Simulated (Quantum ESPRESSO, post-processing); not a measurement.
# arsenene, 1 layer, rectangular cell, stepped through strain along the second axis, part 6 of 6

Wanted: a table for arsenene, 1 layer, rectangular cell against strain along the second axis, and what can be fitted to it.

Quantum ESPRESSO 7.5; plane-wave DFT, PBE, GBRV ultrasoft pseudopotentials.

So far. Step 6 (Bands along a path, -4 %): Along this path the valence top lies at Γ and the conduction bottom near Y. Step 7 (Relaxation with pw.x, -3 %): The relaxation lowers the energy by 1 meV an atom.

### Step 11. Relaxing the ions, 4 %

m8.relax.in

```
&control
  prefix = 'm8.relax'
  outdir = './out'
  pseudo_dir = './pseudo'
  nstep = 40
  forc_conv_thr = 0.0003
  calculation = 'relax'
  tstress = .true.
/
&system
  ibrav = 0
  nat = 4
  ntyp = 1
  ecutwfc = 50
  ecutrho = 250
  occupations = 'smearing'
  smearing = 'fd'
  degauss = 0.002
/
&electrons
  conv_thr = 1e-09
  mixing_beta = 0.4
  electron_maxstep = 120
  mixing_mode = 'plain'
/
&ions
/
ATOMIC_SPECIES
  As  74.9216  as_pbe_v1.uspp.F.UPF
CELL_PARAMETERS angstrom
  3.61112093400000 0.00000000000000 0.00000000000000
  0.00000000000000 6.50316594200000 0.00000000000000
  0.00000000000000 0.00000000000000 16.40000000000000
ATOMIC_POSITIONS crystal
  As  0.500000000000 0.166684633500 0.457414708500
  As  0.000000000000 0.666684619600 0.457414710100
  As  0.999999999900 0.333315380500 0.542585289900
  As  0.500000000000 0.833315366500 0.542585291500
K_POINTS automatic
  8 6 1 0 0 0
```

Started as:

```console
OMP_NUM_THREADS=1 mpirun -n 4 pw.x -nk 2 -in m8.relax.in > m8.relax.out
```

The log of the run:

```text
[banner, memory and clock lines left out]
Program PWSCF v.7.5 starts
[...]
Message from routine setup:
[...]
number of electrons       =        20.00
     number of Kohn-Sham states=           14
     kinetic-energy cutoff     =      50.0000  Ry
     charge density cutoff     =     250.0000  Ry
[...]
number of k points=    20  Fermi-Dirac smearing, width (Ry)=  0.0020
[...]
Dense  grid:   173429 G-vectors     FFT dimensions: (  36,  64, 160)
[...]
negative rho (up, down):  1.623E-04 0.000E+00
     Starting wfcs are   16 randomized atomic wfcs
[...]
negative rho (up, down):  2.754E-05 0.000E+00
[...]
estimated scf accuracy    <       0.04052464 Ry
[...]
negative rho (up, down):  7.011E-05 0.000E+00
[...]
estimated scf accuracy    <       0.01230473 Ry
[...]
negative rho (up, down):  9.949E-05 0.000E+00
[...]
estimated scf accuracy    <       0.00026347 Ry
[...]
negative rho (up, down):  1.231E-04 0.000E+00
[...]
estimated scf accuracy    <       0.00003022 Ry
[...]
negative rho (up, down):  1.373E-04 0.000E+00
[...]
estimated scf accuracy    <       0.00001515 Ry
[...]
negative rho (up, down):  1.464E-04 0.000E+00
[...]
estimated scf accuracy    <       0.00000107 Ry
[...]
negative rho (up, down):  1.525E-04 0.000E+00
[...]
estimated scf accuracy    <       0.00000036 Ry
[...]
negative rho (up, down):  1.559E-04 0.000E+00
[...]
estimated scf accuracy    <       0.00000006 Ry
[...]
negative rho (up, down):  1.582E-04 0.000E+00
[...]
estimated scf accuracy    <          7.7E-09 Ry
[...]
negative rho (up, down):  1.618E-04 0.000E+00
[...]
the Fermi energy is    -1.9854 ev
!    total energy              =    -161.08244580 Ry
     estimated scf accuracy    <          4.6E-10 Ry
     smearing contrib. (-TS)   =      -0.00000000 Ry
     internal energy E=F+TS    =    -161.08244580 Ry
[...]
one-electron contribution =    -189.31759212 Ry
     hartree contribution      =      98.50327954 Ry
     xc contribution           =    -125.90641652 Ry
     ewald contribution        =      55.63828330 Ry
     convergence has been achieved in  10 iterations
     negative rho (up, down):  1.618E-04 0.000E+00
[...]
Total force =     0.018649     Total SCF correction =     0.000010
[...]
negative rho (up, down):  1.618E-04 0.000E+00
[...]
negative rho (up, down):  1.654E-04 0.000E+00
[...]
negative rho (up, down):  1.630E-04 0.000E+00
[...]
estimated scf accuracy    <       0.00002098 Ry
[...]
negative rho (up, down):  1.622E-04 0.000E+00
[...]
estimated scf accuracy    <       0.00000259 Ry
[...]
negative rho (up, down):  1.619E-04 0.000E+00
[...]
estimated scf accuracy    <       0.00000027 Ry
[...]
negative rho (up, down):  1.618E-04 0.000E+00
[...]
estimated scf accuracy    <       0.00000001 Ry
[...]
negative rho (up, down):  1.617E-04 0.000E+00
[...]
estimated scf accuracy    <          3.8E-09 Ry
[...]
negative rho (up, down):  1.617E-04 0.000E+00
[...]
the Fermi energy is    -1.9755 ev
!    total energy              =    -161.08271487 Ry
     estimated scf accuracy    <          1.1E-10 Ry
     smearing contrib. (-TS)   =      -0.00000000 Ry
     internal energy E=F+TS    =    -161.08271487 Ry
[...]
one-electron contribution =    -189.63093182 Ry
     hartree contribution      =      98.65092019 Ry
     xc contribution           =    -125.91672876 Ry
     ewald contribution        =      55.81402551 Ry
     convergence has been achieved in   6 iterations
     negative rho (up, down):  1.617E-04 0.000E+00
[...]
Total force =     0.010319     Total SCF correction =     0.000014
[...]
negative rho (up, down):  1.617E-04 0.000E+00
[...]
negative rho (up, down):  1.658E-04 0.000E+00
[...]
negative rho (up, down):  1.630E-04 0.000E+00
[...]
estimated scf accuracy    <       0.00002239 Ry
[...]
negative rho (up, down):  1.620E-04 0.000E+00
[...]
estimated scf accuracy    <       0.00000284 Ry
[...]
negative rho (up, down):  1.617E-04 0.000E+00
[...]
estimated scf accuracy    <       0.00000030 Ry
[...]
negative rho (up, down):  1.616E-04 0.000E+00
[...]
estimated scf accuracy    <       0.00000001 Ry
[...]
negative rho (up, down):  1.615E-04 0.000E+00
[...]
estimated scf accuracy    <          4.5E-09 Ry
[...]
negative rho (up, down):  1.615E-04 0.000E+00
[...]
estimated scf accuracy    <          2.3E-10 Ry
[...]
negative rho (up, down):  1.615E-04 0.000E+00
[...]
estimated scf accuracy    <          2.9E-11 Ry
[...]
negative rho (up, down):  1.615E-04 0.000E+00
[...]
the Fermi energy is    -1.9636 ev
!    total energy              =    -161.08283621 Ry
     estimated scf accuracy    <          3.7E-12 Ry
     smearing contrib. (-TS)   =      -0.00000000 Ry
     internal energy E=F+TS    =    -161.08283621 Ry
[...]
one-electron contribution =    -189.95029797 Ry
     hartree contribution      =      98.80123310 Ry
     xc contribution           =    -125.92720025 Ry
     ewald contribution        =      55.99342892 Ry
     convergence has been achieved in   8 iterations
     negative rho (up, down):  1.615E-04 0.000E+00
[...]
Total force =     0.002596     Total SCF correction =     0.000001
[...]
negative rho (up, down):  1.615E-04 0.000E+00
[...]
negative rho (up, down):  1.619E-04 0.000E+00
[...]
negative rho (up, down):  1.617E-04 0.000E+00
[...]
estimated scf accuracy    <       0.00000042 Ry
[...]
negative rho (up, down):  1.616E-04 0.000E+00
[...]
estimated scf accuracy    <       0.00000007 Ry
[...]
negative rho (up, down):  1.616E-04 0.000E+00
[...]
estimated scf accuracy    <          6.7E-09 Ry
[...]
negative rho (up, down):  1.615E-04 0.000E+00
[...]
estimated scf accuracy    <          2.8E-10 Ry
[...]
negative rho (up, down):  1.615E-04 0.000E+00
[...]
estimated scf accuracy    <          4.1E-11 Ry
[...]
negative rho (up, down):  1.615E-04 0.000E+00
[...]
the Fermi energy is    -1.9607 ev
!    total energy              =    -161.08284372 Ry
     estimated scf accuracy    <          3.1E-12 Ry
     smearing contrib. (-TS)   =      -0.00000000 Ry
     internal energy E=F+TS    =    -161.08284372 Ry
[...]
one-electron contribution =    -189.99122569 Ry
     hartree contribution      =      98.82048633 Ry
     xc contribution           =    -125.92848566 Ry
     ewald contribution        =      56.01638128 Ry
     convergence has been achieved in   6 iterations
     negative rho (up, down):  1.615E-04 0.000E+00
[...]
Total force =     0.001691     Total SCF correction =     0.000001
[...]
negative rho (up, down):  1.615E-04 0.000E+00
[...]
negative rho (up, down):  1.615E-04 0.000E+00
[...]
negative rho (up, down):  1.615E-04 0.000E+00
[...]
estimated scf accuracy    <       0.00000006 Ry
[...]
negative rho (up, down):  1.615E-04 0.000E+00
[...]
estimated scf accuracy    <       0.00000002 Ry
[...]
negative rho (up, down):  1.615E-04 0.000E+00
[...]
estimated scf accuracy    <          3.5E-10 Ry
[...]
negative rho (up, down):  1.615E-04 0.000E+00
[...]
estimated scf accuracy    <          2.4E-11 Ry
[...]
negative rho (up, down):  1.615E-04 0.000E+00
[...]
the Fermi energy is    -1.9588 ev
!    total energy              =    -161.08284726 Ry
     estimated scf accuracy    <          2.4E-12 Ry
     smearing contrib. (-TS)   =      -0.00000000 Ry
     internal energy E=F+TS    =    -161.08284726 Ry
[...]
one-electron contribution =    -189.98863445 Ry
     hartree contribution      =      98.81925405 Ry
     xc contribution           =    -125.92831606 Ry
     ewald contribution        =      56.01484920 Ry
     convergence has been achieved in   5 iterations
     negative rho (up, down):  1.615E-04 0.000E+00
[...]
Total force =     0.000847     Total SCF correction =     0.000001
[...]
negative rho (up, down):  1.615E-04 0.000E+00
[...]
negative rho (up, down):  1.614E-04 0.000E+00
[...]
negative rho (up, down):  1.614E-04 0.000E+00
[...]
estimated scf accuracy    <       0.00000008 Ry
[...]
negative rho (up, down):  1.615E-04 0.000E+00
[...]
estimated scf accuracy    <       0.00000001 Ry
[...]
negative rho (up, down):  1.615E-04 0.000E+00
[...]
estimated scf accuracy    <          1.1E-09 Ry
[...]
negative rho (up, down):  1.615E-04 0.000E+00
[...]
estimated scf accuracy    <          5.3E-11 Ry
[...]
negative rho (up, down):  1.615E-04 0.000E+00
[...]
estimated scf accuracy    <          1.3E-11 Ry
[...]
negative rho (up, down):  1.615E-04 0.000E+00
[...]
the Fermi energy is    -1.9587 ev
!    total energy              =    -161.08284803 Ry
     estimated scf accuracy    <          1.3E-12 Ry
     smearing contrib. (-TS)   =      -0.00000000 Ry
     internal energy E=F+TS    =    -161.08284803 Ry
[...]
one-electron contribution =    -189.96991771 Ry
     hartree contribution      =      98.81043694 Ry
     xc contribution           =    -125.92765415 Ry
     ewald contribution        =      56.00428689 Ry
     convergence has been achieved in   6 iterations
     negative rho (up, down):  1.615E-04 0.000E+00
[...]
Total force =     0.000202     Total SCF correction =     0.000001
[...]
negative rho (up, down):  1.615E-04 0.000E+00
[...]
```

It took 2.1 min on 4 MPI ranks of Arm Neoverse V1, shared host; peak memory 0.93 GiB; 8.5 min of CPU time.

The steps of the relaxation:

| step | energy less that of the first step (eV) | largest force (eV/Å) |
| --- | --- | --- |
| 1 | 0.0000 | 0.2397 |
| 2 | -0.0037 | 0.1327 |
| 3 | -0.0053 | 0.0334 |
| 4 | -0.0054 | 0.0217 |
| 5 | -0.0055 | 0.0109 |
| 6 | -0.0055 | 0.0026 |

The atoms that moved most (Å):

| atom | dx | dy | dz | length |
| --- | --- | --- | --- | --- |
| As4 | 0.000 | 0.007 | -0.010 | 0.012 |
| As1 | 0.000 | -0.007 | 0.010 | 0.012 |
| As2 | 0.000 | -0.007 | 0.010 | 0.012 |
| As3 | 0.000 | 0.007 | -0.010 | 0.012 |

The relaxation lowers the energy by 1 meV an atom.

This step gave:

| Property | Result |
| --- | --- |
| free energy | -2191.6438 eV |
| Fermi energy | -1.959 eV |

### Step 12. Ground state, 4 %

m8.scf.in

```
&control
  prefix = 'm8.scf'
  outdir = './out'
  pseudo_dir = './pseudo'
  calculation = 'scf'
  tprnfor = .true.
/
&system
  ibrav = 0
  nat = 4
  ntyp = 1
  ecutwfc = 40
  ecutrho = 200
  occupations = 'smearing'
  smearing = 'fd'
  degauss = 0.002
  nbnd = 14
/
&electrons
  conv_thr = 1e-09
  mixing_beta = 0.4
  electron_maxstep = 120
  mixing_mode = 'plain'
/
ATOMIC_SPECIES
  As  74.9216  as_pbe_v1.uspp.F.UPF
CELL_PARAMETERS angstrom
  3.61112093400000 0.00000000000000 0.00000000000000
  0.00000000000000 6.50316594200000 0.00000000000000
  0.00000000000000 0.00000000000000 16.40000000000000
ATOMIC_POSITIONS crystal
  As  0.500000000000 0.165647071000 0.458006406900
  As  0.000000000000 0.665647077200 0.458006409100
  As  0.999999999900 0.334352922900 0.541993590900
  As  0.500000000000 0.834352929000 0.541993593100
K_POINTS automatic
  8 6 1 0 0 0
```

Started as:

```console
OMP_NUM_THREADS=1 mpirun -n 4 pw.x -nk 2 -in m8.scf.in > m8.scf.out
```

The log of the run:

```text
[banner, memory and clock lines left out]
Program PWSCF v.7.5 starts
[...]
Message from routine setup:
[...]
number of electrons       =        20.00
     number of Kohn-Sham states=           14
     kinetic-energy cutoff     =      40.0000  Ry
     charge density cutoff     =     200.0000  Ry
[...]
number of k points=    20  Fermi-Dirac smearing, width (Ry)=  0.0020
[...]
Dense  grid:   124239 G-vectors     FFT dimensions: (  32,  60, 144)
[...]
negative rho (up, down):  1.848E-04 0.000E+00
     Starting wfcs are   16 randomized atomic wfcs
[...]
negative rho (up, down):  2.680E-04 0.000E+00
[...]
estimated scf accuracy    <       0.04117017 Ry
[...]
negative rho (up, down):  3.620E-04 0.000E+00
[...]
estimated scf accuracy    <       0.01245742 Ry
[...]
negative rho (up, down):  3.691E-04 0.000E+00
[...]
estimated scf accuracy    <       0.00024676 Ry
[...]
negative rho (up, down):  3.751E-04 0.000E+00
[...]
estimated scf accuracy    <       0.00002031 Ry
[...]
negative rho (up, down):  3.785E-04 0.000E+00
[...]
estimated scf accuracy    <       0.00001088 Ry
[...]
negative rho (up, down):  3.815E-04 0.000E+00
[...]
estimated scf accuracy    <       0.00000068 Ry
[...]
negative rho (up, down):  3.847E-04 0.000E+00
[...]
estimated scf accuracy    <       0.00000031 Ry
[...]
negative rho (up, down):  3.863E-04 0.000E+00
[...]
estimated scf accuracy    <       0.00000007 Ry
[...]
negative rho (up, down):  3.878E-04 0.000E+00
[...]
estimated scf accuracy    <          5.8E-09 Ry
[...]
negative rho (up, down):  3.900E-04 0.000E+00
[...]
the Fermi energy is    -2.0308 ev
!    total energy              =    -161.08256717 Ry
     estimated scf accuracy    <          3.4E-10 Ry
     smearing contrib. (-TS)   =      -0.00000000 Ry
     internal energy E=F+TS    =    -161.08256717 Ry
[...]
one-electron contribution =    -189.96656722 Ry
     hartree contribution      =      98.80976353 Ry
     xc contribution           =    -125.93005034 Ry
     ewald contribution        =      56.00428687 Ry
     convergence has been achieved in  10 iterations
     negative rho (up, down):  3.900E-04 0.000E+00
[...]
Total force =     0.000567     Total SCF correction =     0.000006
[...]
```

The job ended after 23 s (4 MPI ranks; peak memory 0.4 GiB).

This step gave:

```
free energy                          : -2191.6400 eV
Fermi energy                         : -2.031 eV
valence top, on the run's zero       : -2.738 eV
conduction bottom, on the run's zero : -1.176 eV
gap by band count                    : 1.563 eV
```

### Step 13. The series side by side

The series in one table, energies over the lowest:

| strain along the second axis | energy (eV) | gap along the path (eV) | upper vacuum level over the valence top of the mesh (eV) | lower vacuum level over that top (eV) |
| --- | --- | --- | --- | --- |
| -4 % | 0.0652 | 0.9962 | 4.905 | 4.905 |
| -3 % | 0.0363 | 1.156 | 5.025 | 5.025 |
| -2 % | 0.0161 | 1.31 | 5.14 | 5.14 |
| -1 % | 0.0041 | 1.462 | 5.252 | 5.252 |
| 0 % | 0.0000 | 1.604 | 5.358 | 5.358 |
| 1 % | 0.0032 | 1.665 | 5.381 | 5.381 |
| 2 % | 0.0135 | 1.719 | 5.397 | 5.397 |
| 3 % | 0.0302 | 1.663 | 5.416 | 5.416 |
| 4 % | 0.0531 | 1.563 | 5.428 | 5.428 |

### Step 14. A check by hand

A parabola through the energies within ±2 % has E = 36.94 eV × ε² -0.062 eV × ε; for the curvature, over A = 22.580 Å² this is 36.94 × 2/22.580 × 16.02 = 52 N/m.

### Step 15. What came out

| Quantity | Value |
| --- | --- |
| in-plane stiffness along the strain | 52 N/m |
| gap along the path, at -4 % and at 4 % | 1.00, 1.56 eV |
| upper vacuum level over the valence top of the mesh, at -4 % and at 4 % | 4.91, 5.43 eV |
| lower vacuum level over that top, at -4 % and at 4 % | 4.91, 5.43 eV |

The series holds 9 members; in-plane stiffness along the strain: 52 N/m (PBE, GBRV ultrasoft). The energy is lowest near zero strain. From -4 % to 4 % the gap along the path goes from 1.00 to 1.56 eV by way of 1.72 at 2 %. From -4 % to 4 % the upper vacuum level over the valence top of the mesh rises from 4.91 to 5.43 eV. From -4 % to 4 % the lower vacuum level over that top rises from 4.91 to 5.43 eV. At 2 % the SCF mesh finds a smaller gap than the path, which misses an edge there. Semilocal gaps are too small; the 1×1 cell can't ripple over many cells under compression as a free sheet would. No spin-orbit coupling.

[Logs are printed without paths, hosts, clocks, repeated set-up lines and the standing remarks that a program may print on its own settings, such as how far it seeks lower states.]

[Hosts, paths, dates, database ids (printed as entryN), source tags and the programs' standing remarks are cut or masked in the printed files.]

[Maps of the electrostatic potential energy from Ansatz leave out the sawtooth potential of an applied field or a dipole correction, so their vacuum need not be flat; planar profiles and work functions include it.]
